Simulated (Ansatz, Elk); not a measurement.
# Bonding as seen by X-rays: SrMnSiH

Structure refinements treat a crystal as free atoms side by side. For a made-up structure of SrMnSiH (cell and positions from a PBE relaxation) the runs below show what the calculated density changes in F(hkl).

Program: Elk 11.2.3 (patched build). Level of theory: DFT, PBE, all-electron APW+lo, Dirac cores, scalar-relativistic bands, static density, ferromagnetic start. Results are calculated unless marked as measured.

The structure was built from a prototype and need not be the compound's stable phase.

## (1) Set-up

Symmetry: P3m1, No. 156, trigonal system. The conventional cell has a = 4.227 Å, b = 4.227 Å, c = 4.833 Å, α = 90.00°, β = 90.00°, γ = 120.00°. Sr has 3 H at 2.51 Å and 3 Si at 3.34 Å and 3 Mn at 3.36 Å nearest. Mn has 1 H at 1.70 Å and 3 Si at 2.45 Å nearest. Nearest to Si lie 3 Mn at 2.45 Å and 3 H at 3.12 Å and 3 Sr at 3.34 Å. Nearest to H lie 1 Mn at 1.70 Å and 3 Sr at 2.51 Å. Farther neighbours are not listed.

## (2) Ground state and structure factors

An all-electron density is needed, since X-rays see the cores too. Task 0 finds the density and task 195 Fourier-transforms it; tshift is off so that phases refer to the origin typed.

elk.in

```
tasks
  0
  195
  196

xctype
  20

spinpol
  .true.

rgkmax
  7.0

gmaxvr
  14.0

lmaxo
  7

lmaxapw
  8

swidth
  0.002

tshift
  .false.

ramdisk
  .false.

hmaxvr
  5.5

maxscl
  120

epspot
  1e-06

reducebf
  0.8

sppath
  './'

avec
  7.98793237356 0.00000000000 0.00000000000
  -3.99396618678 6.91775235922 -0.00000000000
  0.00000000000 -0.00000000000 9.13255325770

atoms
  4
  'Sr.in'
  1
  -0.0000000000 -0.0000000000 0.9980648697   0.000000 0.000000 0.000000
  'Mn.in'
  1
  0.6666666667 0.3333333333 0.4744936421   0.000000 0.000000 -0.130000
  'Si.in'
  1
  0.3333333333 0.6666666667 0.5247538772   0.000000 0.000000 0.000000
  'H.in'
  1
  0.6666666667 0.3333333333 0.1232876110   0.000000 0.000000 0.000000

ngridk
  5 5 4
```

On the command line:

```sh
$ OMP_NUM_THREADS=4 elk
```

Numbers of over 12 decimals in the logs are rounded to 6 here.

Output:

```text
┌─────────────────────────┐
│ Elk code version 11.2.3 │
└─────────────────────────┘

All units are atomic (Hartree, Bohr, etc.)

┌─────────────────────────────────────────────────┐
│ Ground-state run starting from atomic densities │
└─────────────────────────────────────────────────┘

Lattice vectors :
   7.987932374       0.000000000       0.000000000
  -3.993966187       6.917752359      -0.000000000
   0.000000000      -0.000000000       9.132553258

Reciprocal lattice vectors :
  0.7865846897      0.4541348823       0.000000000
  -0.000000000      0.9082697646       0.000000000
  -0.000000000       0.000000000      0.6879987589

Unit cell volume      :    504.6515414
Brillouin zone volume :   0.4915277039

Muffin-tin inner radius fraction :   0.1000000000E-01

Nuclei treated as point charges

Species : 1 (Sr)
 parameters loaded from : Sr.in
 name : strontium
 nuclear charge    :   -38.00000000
 electronic charge :    38.00000000
 atomic mass :    159721.4892
 muffin-tin radius :    2.600000000
 number of radial points in muffin-tin :   1193
 inner part over the whole radius :   0.9909106339E-02
 number on inner part of muffin-tin    :    847
 approximate nuclear radius :   0.8067967193E-04
 number of mesh points to nuclear radius :    415
 atomic positions (lattice), magnetic fields (Cartesian) :
  1 :   0.00000000  0.00000000  0.99806487    0.00000000  0.00000000  0.00000000

Species : 2 (Mn)
 parameters loaded from : Mn.in
 name : manganese
 nuclear charge    :   -25.00000000
 electronic charge :    25.00000000
 atomic mass :    100145.9370
 muffin-tin radius :    1.994152284
 number of radial points in muffin-tin :    993
 inner part over the whole radius :   0.9879649298E-02
 number on inner part of muffin-tin    :    696
 approximate nuclear radius :   0.7074591925E-04
 number of mesh points to nuclear radius :    334
 atomic positions (lattice), magnetic fields (Cartesian) :
  1 :   0.66666667  0.33333333  0.47449364    0.00000000  0.00000000 -0.13000000

Species : 3 (Si)
 parameters loaded from : Si.in
 name : silicon
 nuclear charge    :   -14.00000000
 electronic charge :    14.00000000
 atomic mass :    51196.73458
 muffin-tin radius :    2.200000000
 number of radial points in muffin-tin :    793
 inner part over the whole radius :   0.9899632250E-02
 number on inner part of muffin-tin    :    553
 approximate nuclear radius :   0.5963282101E-04
 number of mesh points to nuclear radius :    246
 atomic positions (lattice), magnetic fields (Cartesian) :
  1 :   0.33333333  0.66666667  0.52475388    0.00000000  0.00000000  0.00000000

Species : 4 (H)
 parameters loaded from : H.in
 name : hydrogen
 nuclear charge    :   -1.000000000
 electronic charge :    1.000000000
 atomic mass :    1837.362221
 muffin-tin radius :    1.163255499
 number of radial points in muffin-tin :    393
 inner part over the whole radius :   0.9667526116E-02
 number on inner part of muffin-tin    :    256
 approximate nuclear radius :   0.2766748019E-04
 number of mesh points to nuclear radius :     79
 atomic positions (lattice), magnetic fields (Cartesian) :
  1 :   0.66666667  0.33333333  0.12328761    0.00000000  0.00000000  0.00000000

Total number of atoms per unit cell :    4
Total muffin-tin volume :    158.0351255
 ratio of muffin-tin to unit cell volume :   0.3131569261

Spin treatment :
 spin-polarised
 global magnetic field (Cartesian) :    0.000000000       0.000000000       0.000000000
 collinear magnetisation in z-direction

Number of Bravais lattice symmetries :   24
Number of crystal symmetries         :    6
Crystal has no inversion symmetry
Complex Hermitian eigensolver will be used

k-point grid :      5     5     4
k-point offset :    0.000000000       0.000000000       0.000000000
k-point set is reduced with full crystal symmetry group
Total number of k-points :       28

Muffin-tin radius times maximum |G+k| :    7.000000000
 using average radius
Maximum |G+k| for APW functions       :    3.518733834
[...]
┌──────────────────┐
│ Loop number : 45 │
└──────────────────┘

Energies :
 Fermi                       :     0.218412
 sum of occupied eigenvalues :     -2705.5880078856
 electron kinetic            :      4739.7967792930
 core electron kinetic       :      4567.8586051069
 Coulomb                     :     -9190.1384108920
 Coulomb potential           :     -7212.9883510919
 nuclear-nuclear             :     -556.23212431000
 electron-nuclear            :     -10064.649395153
 Hartree                     :      1430.7431085709
 Madelung                    :     -5583.6442353460
 xc potential                :     -232.17003259426
 xc effective B-field        :    -0.226403
 external B-field            :      0.000000
 exchange                    :     -175.21089225078
 correlation                 :     -3.588973
 electron entropic           :    -0.83151063884398E-03
 total energy                :     -4629.1423278681
 (external B-field energy excluded from total)

Density of states at Fermi energy :    65.33632512
 (states/Hartree/unit cell)

Estimated indirect band gap :   0.1290304073E-02
 from k-point 7 to k-point 10
Estimated direct band gap   :   0.2122102448E-02
 at k-point 28

Charges :
 core                        :    48.00000000
 valence                     :    30.00000000
 interstitial                :    6.353650422
 muffin-tins (core leakage)
  species : 1 (Sr)
[...]
species : 2 (Mn)
[...]
species : 3 (Si)
[...]
species : 4 (H)
   atom 1                    :   0.5984111802     (   0.000000000    )
 total in muffin-tins        :    71.64634958
 total calculated charge     :    77.99850667
 total charge                :    78.00000000
 error                       :   0.1493332635E-02

Moments :
 interstitial                :   0.6085571774
 muffin-tins
  species : 1 (Sr)
[...]
species : 2 (Mn)
[...]
species : 3 (Si)
[...]
species : 4 (H)
[...]
total in muffin-tins        :    3.084354573
 total moment                :    3.692911751

RMS change in Kohn-Sham potential (target) :   0.5433012727E-06 (  0.1000000000E-05)
Absolute change in total energy (target)   :   0.8176357369E-07 (  0.1000000000E-03)

Convergence targets achieved

┌──────────────────┐
│ Loop number : 46 │
└──────────────────┘

Energies :
 Fermi                       :     0.218412
 sum of occupied eigenvalues :     -2705.5880079837
 electron kinetic            :      4739.7967794902
 core electron kinetic       :      4567.8586050682
 Coulomb                     :     -9190.1384110829
 Coulomb potential           :     -7212.9883507812
 nuclear-nuclear             :     -556.23212431000
 electron-nuclear            :     -10064.649395850
 Hartree                     :      1430.7431090774
 Madelung                    :     -5583.6442356923
 xc potential                :     -232.17003322096
 xc effective B-field        :    -0.226403
 external B-field            :      0.000000
 exchange                    :     -175.21089226332
 correlation                 :     -3.588973
 electron entropic           :    -0.83151118206266E-03
 total energy                :     -4629.1423278772
 (external B-field energy excluded from total)

Density of states at Fermi energy :    65.33638028
 (states/Hartree/unit cell)

Estimated indirect band gap :   0.1290296551E-02
 from k-point 7 to k-point 10
Estimated direct band gap   :   0.2122080623E-02
 at k-point 28

Charges :
 core                        :    48.00000000
 valence                     :    30.00000000
 interstitial                :    6.353650401
 muffin-tins (core leakage)
  species : 1 (Sr)
   atom 1                    :    35.98990820     (  0.2839015719E-04)
  species : 2 (Mn)
   atom 1                    :    22.84341457     ( -0.2133585291E-06)
  species : 3 (Si)
   atom 1                    :    12.21461566     (  0.1343381959E-02)
  species : 4 (H)
   atom 1                    :   0.5984111762     (   0.000000000    )
 total in muffin-tins        :    71.64634960
 total calculated charge     :    77.99850667
 total charge                :    78.00000000
 error                       :   0.1493332616E-02

Moments :
 interstitial                :   0.6085575091
 muffin-tins
  species : 1 (Sr)
[...]
species : 2 (Mn)
   atom 1                    :    3.192133311
  species : 3 (Si)
   atom 1                    :  -0.1249391888
  species : 4 (H)
   atom 1                    :  -0.2143659620E-01
 total in muffin-tins        :    3.084354629
 total moment                :    3.692912138

┌──────────────────────────────┐
│ Self-consistent loop stopped │
└──────────────────────────────┘

Warning : core states of species 3 leak from the muffin-tin :   0.1343381959E-02

Wrote STATE.OUT
```

Elapsed: 3 min, on 4 threads of INTEL XEON PLATINUM 8581C at 2.10GHz (Emerald Rapids), shared host; peak memory 0.34 GiB.

SFACRHO.OUT:

```text

h k l indices transformed by vhmat matrix:
   1.000000000       0.000000000       0.000000000    
   0.000000000       1.000000000       0.000000000    
   0.000000000       0.000000000       1.000000000    

      h      k      l  multipl.   |H|            Re(F)            Im(F)           |F|

      0      0      0      1   0.0000000       78.000000      0.71570876E-16   78.000000    
      0      0     -1      1  0.68799876      0.52363887      -1.9285844       1.9984083    
      0      0      1      1  0.68799876      0.52363887       1.9285844       1.9984083    
      0     -1      0      3  0.90826976       16.133869      -9.4413174       18.693320    
     -1      0      0      3  0.90826976       16.133869       9.4413174       18.693320    
     -1      1     -1      3   1.1394280       41.410462       9.2353276       42.427793    
      1     -1     -1      3   1.1394280       50.642890      -6.3605932       51.040762    
      1     -1      1      3   1.1394280       41.410462      -9.2353276       42.427793    
      1      0      1      3   1.1394280       50.642890       6.3605932       51.040762    
      0      0      2      1   1.3759975       56.576593      -3.0517802       56.658841    
      0      0     -2      1   1.3759975       56.576593       3.0517802       56.658841    
      1     -2      0      6   1.5731694       55.507419      0.55418237E-08   55.507419    
     -1      1     -2      3   1.6487338       22.180133      -7.4093211       23.384960    
      0      1      2      3   1.6487338       22.180133       7.4093211       23.384960    
     -1      0     -2      3   1.6487338       8.8375569       6.4920557       10.965820    
      1      0      2      3   1.6487338       8.8375569      -6.4920557       10.965820    
      1     -2      1      6   1.7170335       2.5515091       1.3731029       2.8975179    
      1      1     -1      6   1.7170335       2.5515091      -1.3731029       2.8975179
```

Elk indexes on the primitive cell of elk.in and gives |H| = 4π sin θ/λ in inverse bohr. Below, one row stands for each form hkl of the conventional cell (m members, Friedel mates merged), F is for one primitive cell and the density is static (no thermal factor). Free-atom factors are Waasmaier and Kirfel's, and R is Σm||F|−|F'||/Σm|F|.

```
hkl   m  sin θ/λ (Å⁻¹)  abs F, DFT  neutral atoms   diff.  abs of complex diff.
001   2          0.103       1.998          2.019  -0.020                 0.254
100   6          0.137      18.693         18.741  -0.048                 0.118
011   6          0.171      42.428         42.525  -0.097                 0.134
101   6          0.171      51.041         50.886  +0.155                 0.292
002   2          0.207      56.659         56.715  -0.056                 0.210
110   6          0.237      55.507         55.679  -0.172                 0.172
012   6          0.248      23.385         23.493  -0.108                 0.146
102   6          0.248      10.966         10.798  +0.167                 0.199
111  12          0.258       2.898          2.580  +0.317                 0.323
200   6          0.273      16.149         15.934  +0.215                 0.215
021   6          0.292      41.762         41.949  -0.187                 0.199
201   6          0.292      35.158         35.414  -0.256                 0.264
003   2          0.310       4.992          5.128  -0.136                 0.166
112  12          0.314      47.570         47.688  -0.119                 0.132
013   6          0.339      26.711         26.655  +0.057                 0.074
103   6          0.339      43.639         43.603  +0.035                 0.077
202   6          0.343      20.500         20.471  +0.029                 0.061
022   6          0.343       9.485          9.380  +0.105                 0.140
```

## (3) The magnetisation density

The same run holds the spin density, and task 196 transforms it. The order is that of the start, and no other was tried.

SFACMAG_1.OUT:

```text

h k l indices transformed by vhmat matrix:
   1.000000000       0.000000000       0.000000000    
   0.000000000       1.000000000       0.000000000    
   0.000000000       0.000000000       1.000000000    

      h      k      l  multipl.   |H|            Re(F)            Im(F)           |F|

      0      0      0      1   0.0000000       3.6929123     -0.47151444E-17   3.6929123    
      0      0     -1      1  0.68799876      -2.9918210     -0.38551636       3.0165569    
      0      0      1      1  0.68799876      -2.9918210      0.38551636       3.0165569    
      0     -1      0      3  0.90826976      -1.3495295      -2.6559192       2.9791168    
     -1      0      0      3  0.90826976      -1.3495295       2.6559192       2.9791168    
     -1      1     -1      3   1.1394280      0.94699214       2.3944580       2.5749220    
      1     -1     -1      3   1.1394280       1.4733409      -2.0821260       2.5506826    
      1     -1      1      3   1.1394280      0.94699214      -2.3944580       2.5749220    
      1      0      1      3   1.1394280       1.4733409       2.0821260       2.5506826    
      0      0      2      1   1.3759975       1.8822469     -0.71290502       2.0127312    
      0      0     -2      1   1.3759975       1.8822469      0.71290502       2.0127312    
      1     -2      0      6   1.5731694       1.8088272      0.11257819E-08   1.8088272    
     -1      1     -2      3   1.6487338     -0.29428817      -1.6990484       1.7243465    
      0      1      2      3   1.6487338     -0.29428817       1.6990484       1.7243465    
     -1      0     -2      3   1.6487338      -1.3131823       1.1110377       1.7201316    
      1      0      2      3   1.6487338      -1.3131823      -1.1110377       1.7201316
```

The total moment is 3.69 μB a cell; sphere moments: Sr1 +0.04, Mn2 +3.19, Si3 -0.12, H4 -0.02 μB. Polarised neutrons measure spin and orbital magnetisation together; without spin-orbit coupling the run gives the spin part:

```csv
hkl,sin θ/λ (Å⁻¹),abs F_M (μB)
001,0.103,3.017
100,0.137,2.979
011,0.171,2.575
101,0.171,2.551
002,0.207,2.013
110,0.237,1.809
012,0.248,1.724
102,0.248,1.720
111,0.258,1.680
200,0.273,1.500
021,0.292,1.430
201,0.292,1.402
003,0.310,1.213
112,0.314,1.281
```

## (4) The highest occupied states alone

An energy window below the Fermi level keeps the highest occupied states, to see at which angles they scatter; shallow core shells can lie inside it and anion s states outside. No new self-consistency is needed.

Edit elk.in of step 2 so:

```diff
@@ -1,5 +1,3 @@
 tasks
-  0
   195
-  196
 
@@ -44,2 +42,5 @@
 
+wsfac
+  -0.222580 0.518410
+
 sppath
```

On the command line:

```sh
$ OMP_NUM_THREADS=4 elk
```

Output:

```text
┌─────────────────────────────────┐
│ Elk code version 11.2.3 started │
└─────────────────────────────────┘

Info(readinput): the functional depends on the density's gradient
 muffin-tin radial points multiplied by    2.00000
 (not where nrmtscf is given)

┌────────────────────┐
│ Current task : 195 │
└────────────────────┘
Info(checkmt): changed muffin-tin radius of species 2 (Mn) from   2.4000 to   1.9942
Info(checkmt): changed muffin-tin radius of species 4 (H) from   1.4000 to   1.1633

Info(sfacrho): density structure factors written to SFACRHO.OUT

 Energy window :  -0.2225800000      0.5184100000

┌──────────────────┐
│ Elk code stopped │
└──────────────────┘
```

Wall time 5 s (4 threads); peak memory 0.18 GiB; 7.5 s of CPU time.

States within 12 eV below the Fermi level hold 14.00 electrons; any levels below the window count with the cores. Their amplitudes can exceed the total, where window and core parts have opposite phase:

```
hkl  sin θ/λ (Å⁻¹)  abs F, window  abs F, all
001          0.103          6.755       1.998
100          0.137          4.525      18.693
011          0.171          2.489      42.428
101          0.171          3.417      51.041
002          0.207          3.286      56.659
110          0.237          3.076      55.507
012          0.248          2.185      23.385
102          0.248          2.241      10.966
111          0.258          1.910       2.898
200          0.273          2.442      16.149
```

(Continued in part 2 of 2.)

[Logs are printed without paths, hosts, clocks, repeated set-up lines and the standing remarks that a program may print on its own settings, such as how far it seeks lower states.]

[Hosts, paths, dates, database ids (printed as entryN), source tags and the programs' standing remarks are cut or masked in the printed files.]
